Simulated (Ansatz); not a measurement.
# Y on Hf(0001): change of the work function, part 3 of 3

Wanted: Δφ(θ) for Y/Hf(0001), starting from the fcc site.

Ansatz 0.2.0; plane-wave DFT, PBE, Ansatz PAW.

So far, work function, upper face (eV): step 2 (the clean slab) 4.33; step 3 (37 atoms, coverage 0.111 ML, cell 3x3) 3.20.

### Step 4. Adsorbate added, k-mesh 6×6×1, coverage 0.25 ML

System of this step: Y/Hf(0001). The cell holds 17 atoms: 16 Hf and 1 Y. Its edges and angles: a = 6.400 Å, b = 6.400 Å, c = 28.824 Å, α = 90.0°, β = 90.0°, γ = 60.0°. Vacuum lies along c.

Another coverage, to see how the dipoles act on each other as their distance changes.

input.yaml

```yaml
crystal:
  lattice:
    - [6.4, 0.0, 0.0]
    - [3.2, 5.5425625842, 0.0]
    - [0.0, 0.0, 28.8244348642]
  atoms:
    - { symbol: Hf, position: [0.3333333333, 0.3333333333, 0.3122350895] }
    - { symbol: Hf, position: [0.0, 0.0, 0.4000494738] }
    - { symbol: Hf, position: [0.3333333333, 0.3333333333, 0.491624836] }
    - { symbol: Hf, position: [0.0, 0.0, 0.5741731424] }
    - { symbol: Hf, position: [0.3333333333, 0.8333333333, 0.3122350895] }
    - { symbol: Hf, position: [0.0, 0.5, 0.4000494738] }
    - { symbol: Hf, position: [0.3333333333, 0.8333333333, 0.491624836] }
    - { symbol: Hf, position: [0.0, 0.5, 0.5741731424] }
    - { symbol: Hf, position: [0.8333333333, 0.3333333333, 0.3122350895] }
    - { symbol: Hf, position: [0.5, 0.0, 0.4000494738] }
    - { symbol: Hf, position: [0.8333333333, 0.3333333333, 0.491624836] }
    - { symbol: Hf, position: [0.5, 0.0, 0.5741731424] }
    - { symbol: Hf, position: [0.8333333333, 0.8333333333, 0.3122350895] }
    - { symbol: Hf, position: [0.5, 0.5, 0.4000494738] }
    - { symbol: Hf, position: [0.8333333333, 0.8333333333, 0.491624836] }
    - { symbol: Hf, position: [0.5, 0.5, 0.5741731424] }
    - { symbol: "Y", position: [0.1666666667, 0.1666666667, 0.6877649105] }
kpoints:
  mp_grid: { grid: [6, 6, 1] }
hamiltonian:
  xc: pbe
scf:
  occupations: { method: fermi_dirac, width: 0.1 }
  convergence: { dr2_threshold: 1.0e-08 }
efield:
  axis: 3
  dipole_correction: true
  ramp_position: 0.97
  ramp_width: 0.06
relax:
  f_tol: 0.02
  max_steps: 60
  constraints: [{ sites: [0, 1, 4, 5, 8, 9, 12, 13] }]
output:
  dos: { projected: true, e_range: [-8, 4] }
  write_potential: true
  write_density: true
  volumetric_format: npy
  elf: true
```

Launch:

```sh
> ansatz run input.yaml --threads 4 --pin off --max-ram 16384MiB --backend cpu --events-out ev --progress --plain --runs-dir out
```

Log:

```text
[...]
Crystal: 17 atoms, lattice volume = 1022.472 Å³
Basis set: ecut = 420 eV, 20041 PW (Γ), exchange–correlation on 90×90×400 points (8 copies of the dense FFT grid, shifted against one another)
Bands: 257, of which v1, the nominal top of the filled ones, is band 214 counted from 1 (213 counted from 0)
Symmetry: 6 space group operations
[...]
k-points: 7 of 36 (time reversal used)
[...]
SCF iter   1: F=—  HF=-255381.797047 eV  |F-HF|=—  |Δ(HF+E_count)|=         —  Δρ=5.92e-3  dr2=7.14e0  ethr=1.77e-3  p=0.387 e·Å  D=6.84e-2 V/Å  ΔV_dip=-1.97 eV  dr2_dipole=5.33e-2  V_vac-E_F(+/−)=2.46/4.43 eV  ⟨swp⟩=6.1  Hψ=5744  notcnv=0
[...]
SCF iter  12: F=-255381.602164 eV  HF=-255381.602164 eV  |F-HF|=4.66e-10  |Δ(HF+E_count)|=   9.37e-9  Δρ=4.11e-7  dr2=4.01e-9  ethr=2.34e-12  p=0.330 e·Å  D=5.83e-2 V/Å  ΔV_dip=-1.68 eV  dr2_dipole=3.40e-11  V_vac-E_F(+/−)=2.69/4.37 eV  ⟨swp⟩=15.6  Hψ=16635  notcnv=0
SCF 1 converged in 12 iterations: F = -255381.602164 eV  dr2 = 4.01e-9
[...]
relax step   1: F+E_penalty+E_count = -255381.60216418 eV  Δ(F+E_penalty+E_count) = +0.000e0 eV  max|allowed force component| = 2.014e0 eV/Å  Δτ_max = 0.0000 Å  (12 SCF iters, accepted)
[...]
SCF iter   1: F=—  HF=-255382.249701 eV  |F-HF|=—  |Δ(HF+E_count)|=         —  Δρ=4.06e-3  dr2=1.74e0  ethr=3.35e-4  p=0.330 e·Å  D=5.83e-2 V/Å  ΔV_dip=-1.68 eV  dr2_dipole=4.14e-1  V_vac-E_F(+/−)=2.70/4.38 eV  ⟨swp⟩=1.0  Hψ=5129  notcnv=0  defer=17
[...]
eigensolver tolerance schedule calibrated: the retry pair's looser diagonalisation under-reported the residual by θ = 0.18 (0.19/decade); ethr = c·dr2/N_el runs at the constant in force after the calibration composes with the one it found (an armed cap, an earlier calibration), c = 2.9e-2
[...]
SCF iter   2: F=—  HF=-255382.157673 eV  |F-HF|=—  |Δ(HF+E_count)|=   9.20e-2  Δρ=2.03e-3  dr2=2.72e-1  ethr=1.17e-4  p=0.359 e·Å  D=6.36e-2 V/Å  ΔV_dip=-1.83 eV  dr2_dipole=5.88e-2  V_vac-E_F(+/−)=2.53/4.37 eV  ⟨swp⟩=2.6  Hψ=3447  notcnv=0  defer=17
[...]
SCF iter  11: F=-255382.139583 eV  HF=-255382.139583 eV  |F-HF|=2.62e-10  |Δ(HF+E_count)|=   7.39e-9  Δρ=3.34e-7  dr2=2.30e-9  ethr=1.00e-12  p=0.367 e·Å  D=6.50e-2 V/Å  ΔV_dip=-1.87 eV  dr2_dipole=2.23e-10  V_vac-E_F(+/−)=2.49/4.37 eV  ⟨swp⟩=14.7  Hψ=15213  notcnv=0
SCF 2 converged in 11 iterations: F = -255382.139583 eV  dr2 = 2.30e-9
[...]
relax step   2: F+E_penalty+E_count = -255382.13958328 eV  Δ(F+E_penalty+E_count) = -5.374e-1 eV  max|allowed force component| = 1.937e0 eV/Å  Δτ_max = 0.1948 Å  (11 SCF iters, accepted)
SCF iter   1: F=—  HF=-255382.590191 eV  |F-HF|=—  |Δ(HF+E_count)|=         —  Δρ=3.60e-3  dr2=2.22e0  ethr=2.78e-3  p=0.367 e·Å  D=6.50e-2 V/Å  ΔV_dip=-1.87 eV  dr2_dipole=7.55e-1  V_vac-E_F(+/−)=2.51/4.38 eV  ⟨swp⟩=3.6  Hψ=3034  notcnv=1  defer=7
[...]
SCF iter  10: F=-255382.513912 eV  HF=-255382.513912 eV  |F-HF|=4.86e-9  |Δ(HF+E_count)|=   2.19e-8  Δρ=4.66e-7  dr2=4.30e-9  ethr=2.34e-12  p=0.382 e·Å  D=6.76e-2 V/Å  ΔV_dip=-1.95 eV  dr2_dipole=1.28e-10  V_vac-E_F(+/−)=2.42/4.36 eV  ⟨swp⟩=14.3  Hψ=15382  notcnv=0
SCF 3 converged in 10 iterations: F = -255382.513912 eV  dr2 = 4.30e-9
[...]
relax step   3: F+E_penalty+E_count = -255382.51391234 eV  Δ(F+E_penalty+E_count) = -3.743e-1 eV  max|allowed force component| = 1.371e0 eV/Å  Δτ_max = 0.1920 Å  (10 SCF iters, accepted)
[...]
relax step   4: F+E_penalty+E_count = -255382.71848092 eV  Δ(F+E_penalty+E_count) = -2.046e-1 eV  max|allowed force component| = 4.415e-1 eV/Å  Δτ_max = 0.1949 Å  (10 SCF iters, accepted)
[...]
relax step   5: F+E_penalty+E_count = -255382.76285255 eV  Δ(F+E_penalty+E_count) = -4.437e-2 eV  max|allowed force component| = 1.152e-1 eV/Å  Δτ_max = 0.1558 Å  (10 SCF iters, accepted)
SCF iter   1: F=—  HF=-255382.769810 eV  |F-HF|=—  |Δ(HF+E_count)|=         —  Δρ=5.88e-4  dr2=4.44e-2  ethr=3.66e-5  p=0.370 e·Å  D=6.56e-2 V/Å  ΔV_dip=-1.89 eV  dr2_dipole=8.34e-3  V_vac-E_F(+/−)=2.48/4.37 eV  ⟨swp⟩=2.0  Hψ=2624  notcnv=0  defer=23
[...]
SCF iter   8: F=-255382.766672 eV  HF=-255382.766672 eV  |F-HF|=4.92e-9  |Δ(HF+E_count)|=   2.49e-8  Δρ=4.05e-7  dr2=2.62e-9  ethr=2.34e-12  p=0.369 e·Å  D=6.53e-2 V/Å  ΔV_dip=-1.88 eV  dr2_dipole=1.00e-10  V_vac-E_F(+/−)=2.49/4.37 eV  ⟨swp⟩=13.1  Hψ=15633  notcnv=0
SCF 6 converged in 8 iterations: F = -255382.766672 eV  dr2 = 2.62e-9
relax step   6: F+E_penalty+E_count = -255382.76667171 eV  Δ(F+E_penalty+E_count) = -3.819e-3 eV  max|allowed force component| = 1.742e-2 eV/Å  Δτ_max = 0.0163 Å  (8 SCF iters, accepted)
[...]
SCF converged after 8 iterations
Free energy (F): -255382.766672 eV
[...]
Internal energy: -255382.025091 eV  (E = F + TS)
E sigma→0 (E₀):  -255382.395881 eV
Entropy (-TS):   -0.741581 eV (-43.622 meV/atom)
Fermi energy:    5.250738 eV
Dipole field:    D = 0.065249 V/Å  (p = 0.368691 e·Å, saw-weighted, corrected)
Work function:   Φ+ = 2.4910 eV   Φ− = 4.3718 eV
[...]
--- Forces (eV/Å), atoms counted from 1 ---
  atom   1  Hf    -0.00345689    -0.00199584     0.62425801
  atom   2  Hf    -0.03498248    -0.02019714    -0.63874263
  atom   3  Hf    -0.00612826    -0.00353815    -0.00218864
  atom   4  Hf     0.00315729     0.00182286     0.01137600
  atom   5  Hf     0.00000000     0.00399168     0.62425801
  atom   6  Hf    -0.00000000     0.04039429    -0.63874263
  atom   7  Hf     0.00000000     0.00707630    -0.00218864
  atom   8  Hf    -0.00000000    -0.00364573     0.01137600
  atom   9  Hf     0.00345689    -0.00199584     0.62425801
  atom  10  Hf     0.03498248    -0.02019714    -0.63874263
  atom  11  Hf     0.00612826    -0.00353815    -0.00218864
  atom  12  Hf    -0.00315729     0.00182286     0.01137600
  atom  13  Hf     0.00000000     0.00000000     0.62104055
  atom  14  Hf    -0.00000000    -0.00000000    -0.57626727
  atom  15  Hf     0.00000000     0.00000000    -0.00160469
  atom  16  Hf     0.00000000    -0.00000000    -0.00986874
  atom  17  Y     -0.00000000     0.00000000    -0.01742483
  max |Σ_I F_I| component: 1.67e-5 eV/Å
--- Band table (eV; the first three rows and the last of 7) ---
  k-point 0: bands = [... 210 lower, 5.5429, 5.5816, 5.5816, 5.6156, 5.8060, 5.8060, 5.9389, 6.1160, ... 39 higher]
  k-point 1: bands = [... 210 lower, 5.3790, 5.4869, 5.5023, 5.5265, 5.6948, 5.7082, 5.8369, 5.9722, ... 39 higher]
  k-point 2: bands = [... 210 lower, 5.0290, 5.1867, 5.2319, 5.2564, 5.4204, 5.5075, 5.5291, 5.6462, ... 39 higher]
  k-point 6: bands = [... 210 lower, 4.8197, 4.8220, 4.8373, 4.8697, 5.0719, 5.1072, 5.1949, 5.3835, ... 39 higher]
--- Relaxed structure (6 steps of the walk, 6 accepted, 0 SCFs on fresh bases) ---
  F+E_penalty+E_count = -255382.76667171 eV   max|allowed force component| = 1.742e-2 eV/Å
  atoms:
    - { symbol: Hf, position: [0.333333, 0.333333, 0.3122350895] }
    - { symbol: Hf, position: [2.666712e-17, 2.666712e-17, 0.400049] }
    - { symbol: Hf, position: [0.336654, 0.336654, 0.491381] }
    - { symbol: Hf, position: [0.0040399, 0.0040399, 0.573924] }
    - { symbol: Hf, position: [0.333333, 0.833333, 0.3122350895] }
    - { symbol: Hf, position: [5.551115e-17, 0.5, 0.400049] }
    - { symbol: Hf, position: [0.336654, 0.826691, 0.491381] }
    - { symbol: Hf, position: [0.0040399, 0.491920, 0.573924] }
    - { symbol: Hf, position: [0.833333, 0.333333, 0.3122350895] }
    - { symbol: Hf, position: [0.5, 2.666712e-17, 0.400049] }
    - { symbol: Hf, position: [0.826691, 0.336654, 0.491381] }
    - { symbol: Hf, position: [0.491920, 0.0040399, 0.573924] }
    - { symbol: Hf, position: [0.833333, 0.833333, 0.3122350895] }
    - { symbol: Hf, position: [0.5, 0.5, 0.400049] }
    - { symbol: Hf, position: [0.833333, 0.833333, 0.490210] }
    - { symbol: Hf, position: [0.5, 0.5, 0.581677] }
    - { symbol: Y, position: [0.166667, 0.166667, 0.662354] }
```

It took 9.9 min on 4 threads of Arm Neoverse V1, shared host; peak memory 5.7 GiB.

Step by step:

| step | energy less that of the first step (eV) | largest force component (eV/Å) |
| --- | --- | --- |
| 1 | 0.0000 | 2.0141 |
| 2 | -0.5374 | 1.9366 |
| 3 | -0.9117 | 1.3714 |
| 4 | -1.1163 | 0.4415 |
| 5 | -1.1607 | 0.1152 |
| 6 | -1.1645 | 0.0174 |

Forces are held to the 6 operations that the program found; a distortion that breaks them can't arise in this run.

The atoms that moved most (Å):

| atom | dx | dy | dz | length |
| --- | --- | --- | --- | --- |
| Y17 | 0.000 | 0.000 | -0.732 | 0.732 |
| Hf16 | 0.000 | 0.000 | 0.216 | 0.216 |
| Hf8 | 0.000 | -0.045 | -0.007 | 0.045 |
| Hf4 | 0.039 | 0.022 | -0.007 | 0.045 |
| Hf12 | -0.039 | 0.022 | -0.007 | 0.045 |
| Hf15 | 0.000 | 0.000 | -0.041 | 0.041 |
| Hf7 | 0.000 | -0.037 | -0.007 | 0.037 |
| Hf11 | -0.032 | 0.018 | -0.007 | 0.037 |

Final coordinates:

```xyz
17
Lattice="6.4000 0.0000 0.0000 3.2000 5.5426 0.0000 0.0000 0.0000 28.8244" Properties=species:S:1:pos:R:3
Hf    3.2000    1.8475    9.0000
Hf    0.0000    0.0000   11.5312
Hf    3.2319    1.8659   14.1638
Hf    0.0388    0.0224   16.5430
Hf    4.8000    4.6188    9.0000
Hf    1.6000    2.7713   11.5312
Hf    4.8000    4.5820   14.1638
Hf    1.6000    2.7265   16.5430
Hf    6.4000    1.8475    9.0000
Hf    3.2000    0.0000   11.5312
Hf    6.3681    1.8659   14.1638
Hf    3.1612    0.0224   16.5430
Hf    8.0000    4.6188    9.0000
Hf    4.8000    2.7713   11.5312
Hf    8.0000    4.6188   14.1300
Hf    4.8000    2.7713   16.7665
Y     1.6000    0.9238   19.0920
```

This step gave:

| Quantity | Value |
| --- | --- |
| energy at zero smearing | -255382.3959 eV |
| work function, upper face | 2.491 eV |
| work function, lower face | 4.372 eV |
| dipole along the normal | 0.3687 e·Å |
| step between the vacuum levels | -1.881 eV |

Running mean over 2.5312 Å of the planar mean; the ramp of the sawtooth is left out. Electron's electrostatic potential energy less the Fermi level against z:

| z (Å) | electron's electrostatic potential energy less the Fermi level (eV) |
| --- | --- |
| 4 | 4.37 |
| 5 | 4.34 |
| 6 | 4.12 |
| 7 | 2.30 |
| 8 | -4.04 |
| 9 | -7.41 |
| 10 | -7.29 |
| 11 | -7.25 |
| 12 | -7.10 |
| 13 | -6.78 |
| 14 | -7.26 |
| 15 | -7.77 |
| 16 | -7.61 |
| 17 | -6.81 |
| 18 | -3.11 |
| 19 | -0.348 |
| 20 | 0.299 |
| 21 | 1.89 |
| 22 | 2.39 |
| 23 | 2.48 |
| 24 | 2.49 |
| 25 | 2.49 |

The density of states has structure finer than the step of the table below, so its rows give means over 0.25 eV. Peaks (eV: height): -0.990: 50.2, -0.870: 45.2, 0.480: 50.3, 0.990: 38.9, 1.260: 46.1, 1.380: 53.3, 1.530: 40.1.

Density of states against energy, zero at the Fermi level; means over each step:

| energy (eV) | density of states (states/eV a cell) |
| --- | --- |
| -7.00 | 0.00279 |
| -6.75 | 0.820 |
| -6.50 | 0.979 |
| -6.25 | 1.11 |
| -6.00 | 1.11 |
| -5.75 | 2.12 |
| -5.50 | 2.86 |
| -5.25 | 2.24 |
| -5.00 | 2.21 |
| -4.75 | 3.60 |
| -4.50 | 3.89 |
| -4.25 | 3.32 |
| -4.00 | 3.50 |
| -3.75 | 9.93 |
| -3.50 | 4.15 |
| -3.25 | 13.2 |
| -3.00 | 9.70 |
| -2.75 | 11.9 |
| -2.50 | 13.9 |
| -2.25 | 13.9 |
| -2.00 | 11.7 |
| -1.75 | 7.15 |
| -1.50 | 17.1 |
| -1.25 | 22.0 |
| -1.00 | 27.4 |
| -0.75 | 16.8 |
| -0.50 | 16.9 |
| -0.25 | 22.5 |
| 0.00 | 20.6 |
| 0.25 | 24.0 |
| 0.50 | 30.5 |
| 0.75 | 25.8 |
| 1.00 | 34.3 |
| 1.25 | 27.1 |
| 1.50 | 21.0 |
| 1.75 | 22.0 |

Projected DOS per atom over height of the atomic layer and energy from the Fermi level. Layers: Hf4 Hf4 Hf4 Hf4 Y from below.

Ten even steps from '0' (0.00 states/eV) to '9' (3.89 states/eV), each cell a mean:
```
23337
22338
43339
42236
42234
31133
34332
22233
11110
12210
11110
11210
11110
00000
00000
00000
00000
00000
00000
00000
00000
00000
```
Columns: height of the atomic layer (Å) from 9 to 19.1; rows upwards: energy from the Fermi level (eV) from -7.96 to 1.95.

Valence density in the ca plane at fractional y = 0.000, with atoms of Hf within 0.2 Å of it. It is the smooth field of the valence electrons, not physical close to the nuclei.

Ten steps, logarithmic in the rise over the least value, from '0' (0 e/Å³) to '9' (30 e/Å³), each cell a mean:
```
11268973111111113798620000000000000000000000
11136642101111112455310000000000000000000000
11112211011121111122100000000000000000000000
11111110011222111110000000000000000000000000
11111110011222111111000000000000000000000000
11112211011111111122100000000000000000000000
11146642101111112465310000000000000000000000
11268973111111113798620000000000000000000000
11379984111111114899731000000000000000000000
11257863101111113688520000000000000000000000
11124431101111111344210001100000000000000000
11111110001121111111111112110000000000000000
11011100001222111111111112210000000000000000
11111110001121111111111112110000000000000000
11124431101111111354210001100000000000000000
11257863101111113688520000000000000000000000
11379984111111114899731000000000000000000000
```
Columns run along c (16.0 Å, from fractional 0.34 to 0.90 of the cell), rows up along a (6.4 Å). Atoms in or near the plane, at fractional coordinates: Hf at (0.40, 0.00), Hf at (0.57, 0.00), Hf at (0.40, 0.50), Hf at (0.57, 0.49).

ELF in the ca plane at fractional y = 0.000, with atoms of Hf within 0.2 Å of it. It is the smooth field of the valence electrons, not physical close to the nuclei.

Ten even steps from '0' (0.00) to '9' (0.83), each cell a mean:
```
73389994256678734999831233322211000000000000
53247862243234432577411333322110000000000000
23222222331221232222123333321100000000000000
13542234421332134432344443211000000000000000
13542234421332134332344443211000000000000000
23222322331222232222112333321100000000000000
53247862243334432577411334322110000000000000
73389995256678734999831233322211000000000000
73489995257789735999941222112222110000000000
63269983245556633899731211111123221000000000
33224531332222332355323212211123332100000000
23422223421221233222344236531123432100000000
13543235521232135433465247731123443210000000
23422223431221233222344235531123432100000000
33225531332222332365322212211123332100000000
63269983255556633899731211111123221000000000
73489995257789735999941222112222110000000000
```
Columns run along c (16.0 Å, from fractional 0.34 to 0.90 of the cell), rows up along a (6.4 Å). Atoms in or near the plane, at fractional coordinates: Hf at (0.40, 0.00), Hf at (0.57, 0.00), Hf at (0.40, 0.50), Hf at (0.57, 0.49).

Electrostatic potential energy in the ca plane at fractional y = 0.000, with atoms of Hf within 0.2 Å of it. With pseudopotentials it is smooth inside the atoms' cores, unlike the true potential.

Values in eV, 9 rows by 16 columns, each cell a mean:
```
  2 -27 -20   5   5   2 -26 -19   6   8   8   8   8   8   8   8
  4  -2   0   3  -6   3  -1   2   8   9   9   8   8   8   8   8
  4   2   3   2  -8   3   3   4   9   9   9   9   8   8   8   8
  3 -23 -16   4   3   3 -21 -14   7   9   8   8   8   8   8   8
  1 -30 -25   5   7   1 -30 -24   4   6   7   8   8   8   8   8
  3 -15 -10   4   1   3 -17 -10   3  -2   4   7   8   8   8   8
  4   4   5   3  -8   3   4   5   1 -12   1   7   8   8   8   8
  4  -9  -5   4  -1   3 -10  -5   2  -4   3   7   8   8   8   8
  2 -30 -24   5   6   1 -30 -23   4   5   6   8   8   8   8   8
```
Columns run along c (16.0 Å, from fractional 0.34 to 0.90 of the cell; values clipped at the 3rd and 97th percentile), rows up along a (6.4 Å). Atoms in or near the plane, at fractional coordinates: Hf at (0.40, 0.00), Hf at (0.57, 0.00), Hf at (0.40, 0.50), Hf at (0.57, 0.49).

The relaxation took 6 steps and lowered the energy by 1.2 eV; the largest force on the free atoms ends at 0.017 eV/Å.

By hand: a sheet of dipoles makes a step −p/(ε₀A) in the electron's potential. With e/ε₀ = 180.95 V·Å, p = 0.3687 e·Å and A = 35.47 Å², that is −180.95 × (0.3687) / 35.47 = -1.881 eV, and the two vacuum levels of the run differ by -1.881 eV.

The covered face has 2.49 eV, -1.84 eV against the clean one; the bare back face has moved by -0.01 eV, a measure of how thin the slab is.

### Step 5. Work function against coverage

This step: plane-wave DFT, PBE, Ansatz PAW; work function against coverage (Ansatz 0.2.0).

The runs are now put side by side.

Numbers from this step:

* work function of the clean face: 4.332 eV
* largest change of the work function: -1.841 eV

Table of work function of the covered face by coverage:

| coverage (adsorbates/nm²) | work function of the covered face (eV) |
| --- | --- |
| 0.00 | 4.33 |
| 1.25 | 3.20 |
| 2.82 | 2.49 |

The dipole per adsorbate comes from the change of the cell's dipole. Coverage, by row:

| coverage (1/nm²) | coverage (ML) | work function (eV) | change (eV) | dipole per adsorbate, positive end outwards (debye) | mean height of the added atoms over the highest substrate atom (Å) |
| --- | --- | --- | --- | --- | --- |
| 1.253 | 0.1111 | 3.195 | -1.137 | 2.392 | 2.389 |
| 2.819 | 0.25 | 2.491 | -1.841 | 1.725 | 2.325 |

### Step 6. Outcome

| Property | Result |
| --- | --- |
| work function of the clean face | 4.33 eV |
| work function at 0.11 ML | 3.20 eV |
| work function at 0.25 ML | 2.49 eV |
| dipole per adsorbate at 0.11 ML, positive end outwards | 2.39 D |

What this shows: Y lowers the work function of Hf(0001) at the lowest coverage, by 1.14 eV: the adsorbate layer has its positive end outwards. The slab has 4 layers, at the tabulated experimental lattice constant, one starting site was run, and quantum-size effects of a slab this thin can reach one or two tenths of an eV. The main runs have no spin polarisation; a magnetic state could lie lower and would change these results.

[Long decimals in the printed logs are rounded to 6 places.]

[Logs are printed without paths, hosts, clocks, repeated set-up lines and the standing remarks that a program may print on its own settings, such as how far it seeks lower states.]

[Hosts, paths, dates, database ids (printed as entryN), source tags and the programs' standing remarks are cut or masked in the printed files.]

[Maps of the electrostatic potential energy from Ansatz leave out the sawtooth potential of an applied field or a dipole correction, so their vacuum need not be flat; planar profiles and work functions include it.]

[The density of states shown here was stored with 400 of the rows of the run's finer table, so its peaks can read low, often by over a quarter, or be missed, and its means over a window can be off by a tenth or more.]
